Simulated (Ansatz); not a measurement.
# W2CO2 MXene monolayer in a perpendicular field, part 3 of 3

Wanted: the out-of-plane response of the W2CO2 MXene monolayer. A positive field points along +c.

Ansatz 0.2.0; plane-wave DFT, PBE-D3(BJ), Ansatz PAW (the session's first sound run).

So far. Step 8 (Atoms held, field -0.25 V/Å): The dipole is -0.0626 e·Å. Step 9 (Response, atoms held): The induced dipole is that of a conductor 5.46 Å thick.

### 10. With spin-orbit coupling, k-mesh 12×12×1

This step: plane-wave DFT, PBE, fully relativistic PAW with spin-orbit coupling (Ansatz 0.2.0).

Heavy atoms split their bands by spin-orbit coupling, so this run uses fully relativistic files and two-component states.

The input, input.yaml:

```yaml
crystal:
  lattice:
    - [3.0962068269, 0.0, 0.0]
    - [-1.5481034134, 2.6813937674, 0.0]
    - [0.0, 0.0, 22.4889002962]
  atoms:
    - { symbol: O, position: [0.3333333333, 0.6666666667, 0.4001974255] }
    - { symbol: W, position: [0.6666666667, 0.3333333333, 0.4508538594] }
    - { symbol: C, position: [0.0, 0.0, 0.5] }
    - { symbol: W, position: [0.3333333333, 0.6666666667, 0.5491461406] }
    - { symbol: O, position: [0.6666666667, 0.3333333333, 0.5998025745] }
kpoints:
  mp_grid: { grid: [12, 12, 1] }
  band_path:
    path: [[0, 0, 0], [0.5, 0, 0], [0.33333333, 0.33333333, 0], [0, 0, 0]]
    npoints: 16
hamiltonian:
  xc: pbe
  pseudopotentials: { kind: paw_fr }
magnetization:
  noncollinear: true
  spin_orbit: true
scf:
  occupations: { method: fermi_dirac, width: 0.05 }
  convergence: { dr2_threshold: 1.0e-09 }
efield:
  axis: 3
  dipole_correction: true
  ramp_position: 0.97
  ramp_width: 0.06
  amplitude: 0
output:
  write_potential: true
  write_density: true
  volumetric_format: npy
```

Run with:

```bash
$ ansatz run input.yaml --threads 4 --pin off --max-ram 6144MiB --backend cpu --events-out ev --progress --plain --runs-dir out
```

Numbers of over 12 decimals in the logs are rounded to 6 here.

What it wrote:

```text
[...]
non-collinear run that drives no moment, with spin-orbit: no starting moment large enough to seed its density (crystal.atoms[].spin), no starting occupations that ask for one, no magnetisation constraint and no magnetic field, so the semilocal B_xc is pinned to zero
Crystal: 5 atoms, lattice volume = 186.706 Å³
Basis set: ecut = 420 eV, 3615 PW (Γ)
Bands: 54, of which v1, the nominal top of the filled ones, is band 44 counted from 1 (43 counted from 0)
Symmetry: 6 space group operations + 6 with time reversal
k-points: 19 of 144 (time reversal used)
Projection manifold: j_resolved (fully-relativistic pseudo-atomic orbitals)
[...]
SCF iter   1: F=—  HF=-22209.424756 eV  |F-HF|=—  |Δ(HF+E_count)|=         —  Δρ=9.55e-2  dr2=2.08e1  dr2_m=0.00e0 (ungated)  ethr=3.10e-3  |M|=0.00e0 ∫|m|=0.00e0 μB  |m|>n=0.0e0 m-floor=0.0e0 τ_xc=0.0e0  β_m=1.00  p=0.000 e·Å  D=2.14e-14 V/Å  ΔV_dip=-0.00 eV  dr2_dipole=6.67e-7  V_vac-E_F(+/−)=6.47/6.47 eV  ⟨swp⟩=9.9  Hψ=6257  notcnv=0
[...]
spin=Noncollinear: LDOS preconditioning applied to the charge; magnetization (m_x, m_y, m_z) channels mix plain (no charge-response kernel on spin).
SCF iter   2: F=—  HF=-22208.571652 eV  |F-HF|=—  |Δ(HF+E_count)|=   8.53e-1  Δρ=1.15e-1  dr2=2.41e1  dr2_m=0.00e0 (ungated)  ethr=3.10e-3  |M|=0.00e0 ∫|m|=0.00e0 μB  |m|>n=0.0e0 m-floor=0.0e0 τ_xc=0.0e0  β_m=0.70  p=0.000 e·Å  D=1.07e-4 V/Å  ΔV_dip=-0.00 eV  dr2_dipole=5.62e-6  V_vac-E_F(+/−)=5.24/5.24 eV  ⟨swp⟩=5.1  Hψ=3430  notcnv=0  defer=50
[...]
SCF iter  11: F=-22204.000775 eV  HF=-22204.000775 eV  |F-HF|=4.22e-10  |Δ(HF+E_count)|=   3.01e-9  Δρ=4.16e-7  dr2=2.56e-10  dr2_m=0.00e0 (ungated)  ethr=2.27e-12  |M|=0.00e0 ∫|m|=0.00e0 μB  |m|>n=0.0e0 m-floor=0.0e0 τ_xc=0.0e0  p=-0.000 e·Å  D=-5.84e-9 V/Å  ΔV_dip=0.00 eV  dr2_dipole=1.20e-14  V_vac-E_F(+/−)=5.81/5.81 eV  ⟨swp⟩=10.8  Hψ=4293  notcnv=0
SCF 1 converged in 11 iterations: F = -22204.000775 eV  dr2 = 2.56e-10
[...]
SCF converged after 11 iterations
Magnetization: |M| = 0.0000 μB,  M = (+0.0000, +0.0000, +0.0000) μB
Absolute magnetization: 0.0000 μB (∫|m|)
  site 0: m = (+0.0000, +0.0000, +0.0000) μB, |m| = 0.0000 μB  (R = 0.87 Å)
  site 1: m = (+0.0000, +0.0000, +0.0000) μB, |m| = 0.0000 μB  (R = 0.87 Å)
  site 2: m = (+0.0000, +0.0000, +0.0000) μB, |m| = 0.0000 μB  (R = 0.87 Å)
  site 3: m = (+0.0000, +0.0000, +0.0000) μB, |m| = 0.0000 μB  (R = 0.87 Å)
  site 4: m = (+0.0000, +0.0000, +0.0000) μB, |m| = 0.0000 μB  (R = 0.87 Å)
Free energy (F): -22204.000775 eV
[...]
Internal energy: -22203.989656 eV  (E = F + TS)
E sigma→0 (E₀):  -22203.995215 eV
Entropy (-TS):   -0.011119 eV (-2.224 meV/atom)
Fermi energy:    0.871317 eV
Dipole field:    D = 0.000000 V/Å  (p = 0.000000 e·Å, saw-weighted, corrected)
Work function:   Φ+ = 5.8146 eV   Φ− = 5.8146 eV
[...]
--- Band table (eV; the first three rows and the last of 19) ---
  k-point 0: bands = [... 40 lower, -1.8051, -1.8051, -1.7449, -1.7449, 0.0394, 0.0394, 1.4196, 1.4196, ... 6 higher]
  k-point 1: bands = [... 40 lower, -1.3945, -1.3945, -1.1149, -1.1149, 0.1264, 0.1264, 1.5528, 1.5528, ... 6 higher]
  k-point 2: bands = [... 40 lower, -1.4475, -1.4475, -0.4785, -0.4785, 0.5323, 0.5323, 1.7829, 1.7829, ... 6 higher]
  k-point 18: bands = [... 40 lower, 0.0894, 0.0894, 0.2397, 0.2397, 0.2430, 0.2430, 2.4779, 2.4779, ... 6 higher]
```

Wall time 49 s (4 threads of Arm Neoverse V1, shared host); peak memory 1.2 GiB; 3.2 min of CPU time.

Numbers from this step:

```yaml
energy_at_zero_smearing: -22203.9952 eV
work_function_upper_face: 5.815 eV
dipole_along_the_normal: 1.51e-7 e·Å
```

Electronic bands along the path, in eV, zero at the Fermi level:

| point | band 43 | band 44 | band 45 | band 46 | band 47 | band 48 | band 49 | band 50 |
| --- | --- | --- | --- | --- | --- | --- | --- | --- |
| Γ | -2.62 | -2.62 | -0.83 | -0.83 | 0.55 | 0.55 | 0.66 | 0.66 |
| halfway | -0.81 | -0.81 | 0.19 | 0.19 | 1.02 | 1.02 | 1.60 | 1.60 |
| M | 0.44 | 0.44 | 0.61 | 0.61 | 1.48 | 1.48 | 1.75 | 1.75 |
| halfway | 0.03 | 0.03 | 0.22 | 0.22 | 1.55 | 1.55 | 1.96 | 1.96 |
| K | -0.63 | -0.63 | -0.63 | -0.63 | 1.61 | 1.61 | 2.02 | 2.02 |
| halfway | -1.27 | -1.27 | 0.75 | 0.75 | 1.20 | 1.20 | 1.68 | 1.68 |
| Γ | -2.62 | -2.62 | -0.83 | -0.83 | 0.55 | 0.55 | 0.66 | 0.66 |

The work function of the upper face is 5.81 eV.

### 11. With spin-orbit coupling, k-mesh 12×12×1, field -0.2 V/Å

The same in a field along the normal.

Changes to input.yaml since step 10:

```diff
@@ -13,5 +13,3 @@
   mp_grid: { grid: [12, 12, 1] }
-  band_path:
-    path: [[0, 0, 0], [0.5, 0, 0], [0.33333333, 0.33333333, 0], [0, 0, 0]]
-    npoints: 16
+  band_path: { path: [[0, 0, 0], [0.12, 0, 0]], npoints: 24 }
 hamiltonian:
@@ -30,3 +28,3 @@
   ramp_width: 0.06
-  amplitude: 0
+  amplitude: -0.2
 output:
```

What it wrote:

```text
[...]
Crystal: 5 atoms, lattice volume = 186.706 Å³
Basis set: ecut = 420 eV, 3615 PW (Γ)
Bands: 54, of which v1, the nominal top of the filled ones, is band 44 counted from 1 (43 counted from 0)
Symmetry: 6 space group operations + 6 with time reversal
k-points: 19 of 144 (time reversal used)
[...]
k-point 1: bands = [... 40 lower, -1.3969, -1.3938, -1.1162, -1.1154, 0.1239, 0.1272, 1.5504, 1.5534, ... 6 higher]
  k-point 2: bands = [... 40 lower, -1.4510, -1.4455, -0.4797, -0.4791, 0.5292, 0.5334, 1.7810, 1.7830, ... 6 higher]
  k-point 18: bands = [... 40 lower, 0.0874, 0.0896, 0.2369, 0.2406, 0.2414, 0.2427, 2.4737, 2.4802, ... 6 higher]
[key lines of the parts left out:]
SCF converged after 11 iterations
Magnetization: |M| = 0.0000 μB,  M = (+0.0000, +0.0000, +0.0000) μB
Free energy (F): -22204.005780 eV
Fermi energy:    0.870372 eV
Dipole field:    D = -0.048512 V/Å  (p = -0.050055 e·Å, saw-weighted, corrected)
```

Elapsed: 37 s, on 4 threads; peak memory 1.2 GiB; 2.4 min of CPU time.

Numbers from this step:

| Item | Value |
| --- | --- |
| energy at zero smearing | -22204.0002 eV |
| dipole along the normal | -0.05005 e·Å |

The dipole is -0.0501 e·Å.

### 12. A changed input

This step: plane-wave DFT, PBE-D3(BJ), Ansatz PAW (Ansatz 0.2.0).

A run with a changed input: it repeats the earlier run at 0.03 V/Å with scf.eigensolver.kind to davidson, scf.occupations.method from fermi_dirac to gaussian and scf.occupations.width from 0.05 to 0.3.

input.yaml, the sections that differ from step 11:

```yaml
kpoints:
  mp_grid: { grid: [18, 18, 1] }
  band_path:
    path: [[0, 0, 0], [0.5, 0, 0], [0.33333333, 0.33333333, 0], [0, 0, 0]]
    npoints: 16
hamiltonian:
  xc: pbe
  dispersion: d3bj
scf:
  occupations: { method: gaussian, width: 0.3 }
  convergence: { dr2_threshold: 1.0e-10 }
  eigensolver: { kind: davidson }
efield:
  axis: 3
  dipole_correction: true
  ramp_position: 0.97
  ramp_width: 0.06
  amplitude: 0.03
# crystal, output: as in step 11
# magnetization: removed
```

What it wrote:

```text
[...]
Crystal: 5 atoms, lattice volume = 186.706 Å³
Basis set: ecut = 420 eV, 3615 PW (Γ)
Bands: 27, of which v1, the nominal top of the filled ones, is band 22 counted from 1 (21 counted from 0)
Symmetry: 6 space group operations
k-points: 37 of 324 (time reversal used)
[...]
SCF iter  12: F=-22155.986632 eV  HF=-22155.986632 eV  |F-HF|=6.18e-11  |Δ(HF+E_count)|=  3.64e-12  Δρ=1.86e-7  dr2=4.66e-11  ethr=1.23e-11  p=0.008 e·Å  D=7.28e-3 V/Å  ΔV_dip=-0.16 eV  dr2_dipole=5.72e-14  V_vac-E_F(+/−)=6.07/5.62 eV  ⟨swp⟩=3.7  Hψ=2273  notcnv=0
SCF 1 converged in 12 iterations: F = -22155.986632 eV  dr2 = 4.66e-11
[...]
SCF converged after 12 iterations
Free energy (F): -22155.986632 eV
[...]
Internal energy: -22155.919754 eV  (E = F + TS)
E sigma→0 (E₀):  -22155.953193 eV
Entropy (-TS):   -0.066878 eV (-13.376 meV/atom)
Fermi energy:    0.828198 eV
Dipole field:    D = 0.007281 V/Å  (p = 0.007512 e·Å, saw-weighted, corrected)
Work function:   not extracted (applied field tilts the vacuum); planar V_es + V_field profile in the machine report
[...]
--- Band table (eV; the first three rows and the last of 37) ---
  k-point 0: bands = [... 18 lower, -2.0293, -2.0293, -1.7677, -1.7677, 0.0005, 1.5045, 1.5045, 2.2759, ... 1 higher]
  k-point 1: bands = [... 18 lower, -2.4410, -2.0723, -1.4658, -1.3518, 0.0354, 1.5520, 1.5539, 2.3436, ... 1 higher]
  k-point 2: bands = [... 18 lower, -2.8999, -1.9974, -1.3733, -0.8757, 0.2141, 1.6615, 1.7176, 2.5428, ... 1 higher]
  k-point 36: bands = [... 18 lower, -3.7813, -3.7805, 0.1225, 0.2237, 0.2238, 2.6780, 2.6790, 3.3697, ... 1 higher]
```

Elapsed: 11 s, on 4 threads; peak memory 0.49 GiB; 41 s of CPU time.

| quantity | this run | earlier run | difference |
| --- | --- | --- | --- |
| dipole along the normal (e·Å) | 0.007512 | 0.007509 | 2.7e-6 |

The dipole moves by under 0.5 % or 5e-5 e·Å. The run took 12 SCF cycles against 11.

The change did no harm here.

### 13. A changed input: efield.ramp_width = 0.15

Another changed input: it repeats the earlier run at 0.03 V/Å with efield.ramp_width from 0.06 to 0.15.

Changes to input.yaml since step 12:

```diff
@@ -20,5 +20,4 @@
 scf:
-  occupations: { method: gaussian, width: 0.3 }
+  occupations: { method: fermi_dirac, width: 0.05 }
   convergence: { dr2_threshold: 1.0e-10 }
-  eigensolver: { kind: davidson }
 efield:
@@ -27,3 +26,3 @@
   ramp_position: 0.97
-  ramp_width: 0.06
+  ramp_width: 0.15
   amplitude: 0.03
```

What it wrote:

```text
[...]
Crystal: 5 atoms, lattice volume = 186.706 Å³
Basis set: ecut = 420 eV, 3615 PW (Γ)
Bands: 27, of which v1, the nominal top of the filled ones, is band 22 counted from 1 (21 counted from 0)
Symmetry: 6 space group operations
k-points: 37 of 324 (time reversal used)
[...]
SCF iter   1: F=—  HF=-22161.442322 eV  |F-HF|=—  |Δ(HF+E_count)|=         —  Δρ=9.59e-2  dr2=2.10e1  ethr=3.10e-3  p=0.008 e·Å  D=8.11e-3 V/Å  ΔV_dip=-0.18 eV  dr2_dipole=1.49e-5  V_vac-E_F(+/−)=6.64/6.27 eV  ⟨swp⟩=10.3  Hψ=6064  notcnv=0
[...]
SCF iter  11: F=-22155.959085 eV  HF=-22155.959085 eV  |F-HF|=3.64e-12  |Δ(HF+E_count)|=  1.46e-10  Δρ=1.06e-7  dr2=1.48e-11  ethr=1.00e-12  p=0.008 e·Å  D=7.27e-3 V/Å  ΔV_dip=-0.16 eV  dr2_dipole=7.93e-14  V_vac-E_F(+/−)=6.08/5.69 eV  ⟨swp⟩=5.0  Hψ=3438  notcnv=0
SCF 1 converged in 11 iterations: F = -22155.959085 eV  dr2 = 1.48e-11
[...]
SCF converged after 11 iterations
Free energy (F): -22155.959085 eV
[...]
Internal energy: -22155.946310 eV  (E = F + TS)
E sigma→0 (E₀):  -22155.952697 eV
Entropy (-TS):   -0.012776 eV (-2.555 meV/atom)
Fermi energy:    0.798260 eV
Dipole field:    D = 0.007273 V/Å  (p = 0.007504 e·Å, saw-weighted, corrected)
Work function:   not extracted (applied field tilts the vacuum); planar V_es + V_field profile in the machine report
[...]
--- Band table (eV; the first three rows and the last of 37) ---
  k-point 0: bands = [... 18 lower, -2.0525, -2.0525, -1.7917, -1.7917, -0.0231, 1.4801, 1.4801, 2.2522, ... 1 higher]
  k-point 1: bands = [... 18 lower, -2.4644, -2.0953, -1.4894, -1.3754, 0.0118, 1.5277, 1.5295, 2.3198, ... 1 higher]
  k-point 2: bands = [... 18 lower, -2.9234, -2.0203, -1.3968, -0.8994, 0.1904, 1.6373, 1.6931, 2.5189, ... 1 higher]
  k-point 36: bands = [... 18 lower, -3.8042, -3.8034, 0.0986, 0.1998, 0.1998, 2.6538, 2.6548, 3.3456, ... 1 higher]
```

Elapsed: 10 s, on 4 threads; peak memory 0.55 GiB.

This step gave:

```
energy at zero smearing : -22155.9527 eV
dipole along the normal : 0.007504 e·Å
```

The electronic bands at the labelled points (eV, zero at the Fermi level):

| point | band 19 | band 20 | band 21 | band 22 | band 23 | band 24 | band 25 | band 26 |
| --- | --- | --- | --- | --- | --- | --- | --- | --- |
| Γ | -2.85 | -2.85 | -2.59 | -2.59 | -0.82 | 0.68 | 0.68 | 1.45 |
| halfway | -4.25 | -3.37 | -2.48 | -0.75 | 0.26 | 1.03 | 1.72 | 2.03 |
| M | -3.80 | -3.36 | -2.78 | 0.58 | 0.63 | 1.70 | 1.72 | 1.77 |
| halfway | -4.72 | -3.71 | -1.89 | 0.13 | 0.23 | 1.78 | 1.83 | 2.14 |
| K | -4.60 | -4.60 | -0.70 | -0.60 | -0.60 | 1.86 | 1.86 | 2.55 |
| halfway | -4.24 | -3.57 | -1.89 | -1.22 | 0.83 | 1.28 | 1.73 | 2.02 |
| Γ | -2.85 | -2.85 | -2.59 | -2.59 | -0.82 | 0.68 | 0.68 | 1.45 |

| quantity | this run | earlier run | difference |
| --- | --- | --- | --- |
| dipole along the normal (e·Å) | 0.007504 | 0.007509 | -5.2e-6 |

The dipole moves by under 0.5 % or 5e-5 e·Å.

Of the bands kept, 2 cross the Fermi level on this path.

### 14. Results

```
gap without field                          : none
work function, upper face                  : 5.86 eV
equivalent conductor thickness, atoms held : 5.46 Å
```

**Reading.** The induced dipole equals that of a perfect conductor 5.46 Å thick, while the outer atoms lie 4.49 Å apart. There is no gap over 0.03 eV, with or without the field. The main runs have no spin polarisation; a magnetic state could lie lower and would change these results. The field series itself is without spin-orbit coupling. The MXene's terminations sit over the metal atoms of its far layer; the site over carbon or nitrogen, which some compounds prefer, was not run.

[Logs are printed without paths, hosts, clocks, repeated set-up lines and the standing remarks that a program may print on its own settings, such as how far it seeks lower states.]

[Hosts, paths, dates, database ids (printed as entryN), source tags and the programs' standing remarks are cut or masked in the printed files.]

[Maps of the electrostatic potential energy from Ansatz leave out the sawtooth potential of an applied field or a dipole correction, so their vacuum need not be flat; planar profiles and work functions include it.]
